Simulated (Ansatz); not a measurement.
**1T-PtS2 of n layers: modes against thickness**

Aim: how do the zone-centre modes of 1T-PtS2 of n layers change with n?

Method: DFT PBE+D3(BJ), scalar-relativistic, plane waves, PAW; PAW set soft_1, in Ansatz 0.2.0.

Most raw output is cut from this account.

## Step 1: The starting structure

The cell holds 3 atoms: 1 Pt and 2 S. Cell: a = 3.540 Å, b = 3.540 Å, c = 28.600 Å, α = 90.0°, β = 90.0°, γ = 120.0°. Vacuum lies along c. The height across the vacuum is the one that the program set for its solve, not the one typed.

## Step 2: First relaxation: n = 1

The cell for n = 1 and its atoms are relaxed. The program lengthens the typed cell of 18.4 Å along the normal to 28.6 Å, as its cut-off of the electrostatics needs, and moves no atom.

input.yaml

```yaml
crystal:
  lattice:
    - [3.54, 0.0, 0.0]
    - [-1.77, 3.06573, 0.0]
    - [0.0, 0.0, 18.4]
  atoms:
    - { symbol: Pt, position: [0.0, 0.0, 0.5] }
    - { symbol: S, position: [0.333333, 0.666667, 0.565217] }
    - { symbol: S, position: [0.666667, 0.333333, 0.434783] }
  periodic: [true, true, false]
kpoints:
  mp_grid: { grid: [9, 9, 1] }
hamiltonian:
  xc: pbe
  dispersion: d3bj
  pseudopotentials: { kind: paw, azcp: { folder: soft_1 } }
scf:
  occupations: { method: gaussian, width: 0.02 }
output:
  forces: true
  stress: true
  eigenvalues: true
relax:
  adjacent_minimum: "off"
  f_tol: 0.004
  max_steps: 80
  cell: { stress_2d_tol: 0.01 }
```

Command:

```console
> ansatz run input.yaml --threads 8 --pin off --max-ram 20480MiB --backend cpu --events-out ev --progress --plain --runs-dir out
```

Wall time 4.7 s (8 threads of Arm Neoverse V1, shared host); peak memory 0.69 GiB.

Step by step:

```csv
step,energy less that of the first step (eV),largest force component (eV/Å),volume (Å³)
1,0.0000,0.5674,310.39
2,-0.0220,0.1453,309.31
3,-0.0240,0.0024,310.46
4,-0.0240,0.0006,310.62
5*,-0.0240,0.0006,310.62
```

Relaxation steps marked * repeat the geometry before them on a plane-wave basis chosen anew for their cell, so energy and pressure can jump there.

Forces are held to the 12 operations that the run works with; a distortion that breaks them can't arise in this run.

```csv
cell as run,before,after,change
a (Å),3.540,3.541,+0.0 %
b (Å),3.540,3.541,+0.0 %
```

The atoms that moved most (Å, along periodic axes as changes of fractional coordinates times the final cell, across vacuum about the mean position):

```csv
atom,dx,dy,dz,length
S2,0.000,0.000,0.042,0.042
S3,0.000,0.000,-0.042,0.042
```

The relaxed structure:

```xyz
3
Lattice="3.5413 0.0000 0.0000 -1.7707 3.0669 0.0000 0.0000 0.0000 28.6000" Properties=species:S:1:pos:R:3
Pt    0.0000    0.0000    9.2000
S     0.0000    2.0446   10.4419
S     1.7707    1.0223    7.9581
```

This step gave:

```
gap on the k-mesh : 1.836 eV
```

The relaxation ends with a first cell vector of 3.541 Å.

## Step 3: Relaxation of a member: n = 1

The relaxation for n = 1 is finished with tight tolerances.

input.yaml, the sections that differ from step 2:

```yaml
crystal:
  lattice:
    - [3.5413300744, 0.0, 0.0]
    - [-1.7706650372, 3.0668818076, 0.0]
    - [0.0, 0.0, 28.5999712]
  atoms:
    - { symbol: Pt, position: [0.0, 0.0, 0.3216786456] }
    - { symbol: S, position: [0.3333333333, 0.6666666667, 0.3651004998] }
    - { symbol: S, position: [0.6666666667, 0.3333333333, 0.2782567914] }
  periodic: [true, true, false]
scf:
  occupations: { method: fixed }
relax:
  adjacent_minimum: "off"
  f_tol: 0.001
  max_steps: 60
  cell: { stress_2d_tol: 0.002 }
# kpoints, hamiltonian, output: as in step 2
```

It took 3.1 s on 8 threads; peak memory 0.68 GiB; 21 s of CPU time.

Little changed from the start: no atom moved by 0.005 Å and no cell edge by 0.1 %.

The largest force component left is 0.0059 meV/Å.

## Step 4: Zone-centre modes of the member: n = 1

Phonons follow from the second derivative of the energy, found here by linear response.

The zone-centre modes follow for n = 1.

input.yaml, the sections that differ from step 3:

```yaml
crystal:
  lattice:
    - [3.5414714753, 0.0, 0.0]
    - [-1.7707357377, 3.0670042644, 0.0]
    - [0.0, 0.0, 28.5999712]
  atoms:
    - { symbol: Pt, position: [0.0, 0.0, 0.3216786456] }
    - { symbol: S, position: [0.3333333333, 0.6666666667, 0.3650994593] }
    - { symbol: S, position: [0.6666666667, 0.3333333333, 0.2782578319] }
  periodic: [true, true, false]
output:
  eigenvalues: true
phonons:
  method: dfpt
# kpoints, hamiltonian, scf: as in step 3
# relax: removed
```

It took 17 s on 8 threads; peak memory 1.1 GiB.

Numbers from this step:

* sum-rule residual before enforcement: 2.13e-4 eV/Å²
* point group: -3m
* highest mode at the zone centre of this cell (no LO-TO term): 330.2 cm⁻¹
* lowest mode at the zone centre of this cell, translations apart: 291.6 cm⁻¹

Without the LO-TO term. Patterns of degenerate modes are one choice out of their space. The modes at Γ (shares of kinetic energy by element, %):

```csv
mode,frequency (cm⁻¹),symmetry,Pt %,S %
1,0.0,acoustic,75,25
2,0.0,acoustic,75,25
3,0.0,acoustic,75,25
4,291.6,Eg,0,100
5,291.6,Eg,0,100
6,314.4,Eu,25,75
7,314.4,Eu,25,75
8,319.5,A2u,25,75
9,330.2,A1g,0,100
```

Displacements in mode 5 (291.6 cm⁻¹), the largest set to 1:
```
Pt1  0.00  0.00  0.00
S2  -0.18 -1.00  0.00
S3   0.18  1.00  0.00
```

Displacements in mode 9 (330.2 cm⁻¹), the largest set to 1:
```
Pt1  0.00  0.00  0.00
S2   0.00  0.00 -1.00
S3   0.00  0.00  1.00
```

With the three translations set apart, the lowest mode of the cell is real, 292 cm⁻¹, and the highest lies at 330.2 cm⁻¹.

## Step 5: First relaxation: n = 3

The cell for n = 3 and its atoms are relaxed. The program lengthens the typed cell of 28.5 Å along the normal to 48.8 Å, as its cut-off of the electrostatics needs, and moves no atom.

System of this step: PtS2. The cell holds 9 atoms: 3 Pt and 6 S. Cell: a = 3.540 Å, b = 3.540 Å, c = 48.760 Å, α = 90.0°, β = 90.0°, γ = 120.0°. Vacuum lies along c.

input.yaml

```yaml
crystal:
  lattice:
    - [3.54, 0.0, 0.0]
    - [-1.77, 3.06573, 0.0]
    - [0.0, 0.0, 28.48]
  atoms:
    - { symbol: Pt, position: [0.0, 0.0, 0.323034] }
    - { symbol: S, position: [0.333333, 0.666667, 0.365169] }
    - { symbol: S, position: [0.666667, 0.333333, 0.280899] }
    - { symbol: Pt, position: [0.0, 0.0, 0.5] }
    - { symbol: S, position: [0.333333, 0.666667, 0.542135] }
    - { symbol: S, position: [0.666667, 0.333333, 0.457865] }
    - { symbol: Pt, position: [0.0, 0.0, 0.676966] }
    - { symbol: S, position: [0.333333, 0.666667, 0.719101] }
    - { symbol: S, position: [0.666667, 0.333333, 0.634831] }
  periodic: [true, true, false]
kpoints:
  mp_grid: { grid: [9, 9, 1] }
hamiltonian:
  xc: pbe
  dispersion: d3bj
  pseudopotentials: { kind: paw, azcp: { folder: soft_1 } }
scf:
  occupations: { method: gaussian, width: 0.02 }
output:
  forces: true
  stress: true
  eigenvalues: true
relax:
  adjacent_minimum: "off"
  f_tol: 0.004
  max_steps: 80
  cell: { stress_2d_tol: 0.01 }
```

It took 35 s on 8 threads; peak memory 1.7 GiB; 4.4 min of CPU time.

Step by step:

```csv
step,energy less that of the first step (eV),largest force component (eV/Å),volume (Å³)
1,0.0000,0.6101,529.18
2,-0.0835,0.1607,530.99
3,-0.1006,0.0480,536.03
4,-0.1025,0.0128,537.47
5,-0.1030,0.0053,537.65
6,-0.1030,0.0004,537.56
7*,-0.1037,0.0004,537.56
```

Relaxation steps marked * repeat the geometry before them on a plane-wave basis chosen anew for their cell, so energy and pressure can jump there.

The run keeps the 12 symmetry operations that it works with, so distortions that break them were not tested.

```csv
cell as run,before,after,change
a (Å),3.540,3.568,+0.8 %
b (Å),3.540,3.568,+0.8 %
```

The atoms that moved most (Å, along periodic axes as changes of fractional coordinates times the final cell, across vacuum about the mean position):

```csv
atom,dx,dy,dz,length
S9,0.000,0.000,-0.338,0.338
S2,0.000,0.000,0.338,0.338
Pt7,0.000,0.000,-0.333,0.333
Pt1,0.000,0.000,0.333,0.333
S8,0.000,0.000,-0.296,0.296
S3,0.000,0.000,0.296,0.296
S6,0.000,0.000,-0.015,0.015
S5,0.000,0.000,0.015,0.015
```

Numbers from this step:

* gap on the k-mesh: 0.7445 eV

The relaxation ends with a first cell vector of 3.568 Å.

## Step 6: A member of the series: n = 3

The relaxation for n = 3 is finished with tight tolerances.

input.yaml

```yaml
crystal:
  lattice:
    - [3.5679434713, 0.0, 0.0]
    - [-1.7839717357, 3.0899296855, 0.0]
    - [0.0, 0.0, 48.75998592]
  atoms:
    - { symbol: Pt, position: [0.0, 0.0, 0.1955160183] }
    - { symbol: S, position: [0.3333333333, 0.6666666667, 0.2202288608] }
    - { symbol: S, position: [0.6666666667, 0.3333333333, 0.1701321765] }
    - { symbol: Pt, position: [0.0, 0.0, 0.2920427422] }
    - { symbol: S, position: [0.3333333333, 0.6666666667, 0.3169668427] }
    - { symbol: S, position: [0.6666666667, 0.3333333333, 0.2671186418] }
    - { symbol: Pt, position: [0.0, 0.0, 0.3885694662] }
    - { symbol: S, position: [0.3333333333, 0.6666666667, 0.413953308] }
    - { symbol: S, position: [0.6666666667, 0.3333333333, 0.3638566237] }
  periodic: [true, true, false]
kpoints:
  mp_grid: { grid: [9, 9, 1] }
hamiltonian:
  xc: pbe
  dispersion: d3bj
  pseudopotentials: { kind: paw, azcp: { folder: soft_1 } }
scf:
  occupations: { method: fixed }
output:
  forces: true
  stress: true
  eigenvalues: true
relax:
  adjacent_minimum: "off"
  f_tol: 0.001
  max_steps: 60
  cell: { stress_2d_tol: 0.002 }
```

The job ended after 17 s (8 threads; peak memory 1.7 GiB; 2.2 min of CPU time).

Little changed from the start: no atom moved by 0.005 Å and no cell edge by 0.1 %.

This step gave:

```
gap on the k-mesh : 0.7443 eV
```

The largest force component left is 0.12 meV/Å.

## Step 7: Zone-centre modes of the member: n = 3

The zone-centre modes follow for n = 3.

input.yaml

```yaml
crystal:
  lattice:
    - [3.5679580646, 0.0, 0.0]
    - [-1.7839790323, 3.0899423236, 0.0]
    - [0.0, 0.0, 48.75998592]
  atoms:
    - { symbol: Pt, position: [0.0, 0.0, 0.1955216132] }
    - { symbol: S, position: [0.3333333333, 0.6666666667, 0.2202332179] }
    - { symbol: S, position: [0.6666666667, 0.3333333333, 0.1701381197] }
    - { symbol: Pt, position: [0.0, 0.0, 0.2920427422] }
    - { symbol: S, position: [0.3333333333, 0.6666666667, 0.3169657831] }
    - { symbol: S, position: [0.6666666667, 0.3333333333, 0.2671197014] }
    - { symbol: Pt, position: [0.0, 0.0, 0.3885638712] }
    - { symbol: S, position: [0.3333333333, 0.6666666667, 0.4139473648] }
    - { symbol: S, position: [0.6666666667, 0.3333333333, 0.3638522666] }
  periodic: [true, true, false]
kpoints:
  mp_grid: { grid: [9, 9, 1] }
hamiltonian:
  xc: pbe
  dispersion: d3bj
  pseudopotentials: { kind: paw, azcp: { folder: soft_1 } }
scf:
  occupations: { method: fixed }
output:
  eigenvalues: true
phonons:
  method: dfpt
```

It took 4.8 min on 8 threads; peak memory 3.2 GiB; 34 min of CPU time.

Numbers from this step:

```
sum-rule residual before enforcement                            : 1.83e-4 eV/Å²
highest mode at the zone centre of this cell (no LO-TO term)    : 341.1 cm⁻¹
lowest mode at the zone centre of this cell, translations apart : 23.72 cm⁻¹
```

Without the LO-TO term. Patterns of degenerate modes are one choice out of their space. Modes at Γ, with each element's share of the kinetic energy:

```csv
mode,frequency (cm⁻¹),symmetry,Pt %,S %
1,0.0,acoustic,75,25
2,0.0,acoustic,75,25
3,0.0,acoustic,75,25
4,23.7,A1g,76,24
5,25.8,Eg,77,23
6,25.8,Eg,77,23
7,41.6,Eu,79,21
8,41.6,Eu,79,21
9,42.4,A2u,78,22
10,286.6,Eg,3,97
11,286.6,Eg,3,97
12,287.2,Eu,3,97
13,287.2,Eu,3,97
14,293.2,Eg,0,100
15,293.2,Eg,0,100
16,309.1,Eu,23,77
17,309.1,Eu,23,77
18,318.3,A2u,19,81
19,319.1,A1g,16,84
20,325.6,Eg,20,80
21,325.6,Eg,20,80
22,326.2,A2u,16,84
23,328.8,A1g,1,99
24,336.1,A1g,6,94
25,337.6,A2u,12,88
26,341.1,Eu,19,81
27,341.1,Eu,19,81
```

Displacements in mode 4 (23.7 cm⁻¹), the largest set to 1:
```
Pt1  0.00  0.00  1.00
S2   0.00  0.00  0.96
S3   0.00  0.00  0.99
Pt4  0.00  0.00  0.00
S5   0.00  0.00 -0.04
S6   0.00  0.00  0.04
Pt7  0.00  0.00 -1.00
S8   0.00  0.00 -0.99
S9   0.00  0.00 -0.96
```

Displacements in mode 12 (287.2 cm⁻¹), the largest set to 1:
```
Pt1 -0.02 -0.08  0.00
S2  -0.14 -0.55  0.00
S3   0.25  1.00  0.00
Pt4  0.00  0.00  0.00
S5   0.00  0.00  0.00
S6   0.00  0.00  0.00
Pt7 -0.02 -0.08  0.00
S8   0.25  1.00  0.00
S9  -0.14 -0.55  0.00
```

With the three translations set apart, the lowest mode of the cell is real, 23.7 cm⁻¹, and the highest lies at 341.1 cm⁻¹.

## Step 8: All members side by side

The members are set side by side, also those not shown above.

Levels are modes at the zone centre of the cell, translations apart; they are counted by rank, so a column need not follow one mode. Cells along the series:

```csv
n,atoms in the cell,space group,first cell vector (Å),lowest level (cm⁻¹),second level from below (cm⁻¹),third level from below (cm⁻¹),highest level (cm⁻¹),gap on mesh (eV)
1,3,P-3m1,3.542,291.6,314.4,319.5,330.2,1.836
2,6,P-3m1,3.56,32.54,33.92,287.5,339.7,0.8793
3,9,P-3m1,3.568,23.72,25.82,41.62,341.1,0.7443
```

## Step 9: What came out

```
members              : 3
highest level, n = 1 : 330.2 cm⁻¹
highest level, n = 3 : 341.1 cm⁻¹
```

**Reading.** From n = 1 to 3 the lowest level goes from 291.6 to 23.7 cm⁻¹ and the highest from 330.2 to 341.1 cm⁻¹. These are levels by rank and need not be the same mode: a single layer has no interlayer modes, which come lowest from two layers on. These are harmonic frequencies at zero temperature: anharmonic shifts, linewidths and thermal expansion are left out. Spin-orbit coupling is left out, which can matter for the heavy elements here. In the phonons the program holds the C6 weights of the dispersion term fixed, leaving out their change with coordination. In a sheet the LO-TO splitting vanishes at the zone centre, so no such term is missing here.

[Logs are printed without paths, hosts, clocks, repeated set-up lines and the standing remarks that a program may print on its own settings, such as how far it seeks lower states.]

[Hosts, paths, dates, database ids (printed as entryN), source tags and the programs' standing remarks are cut or masked in the printed files.]
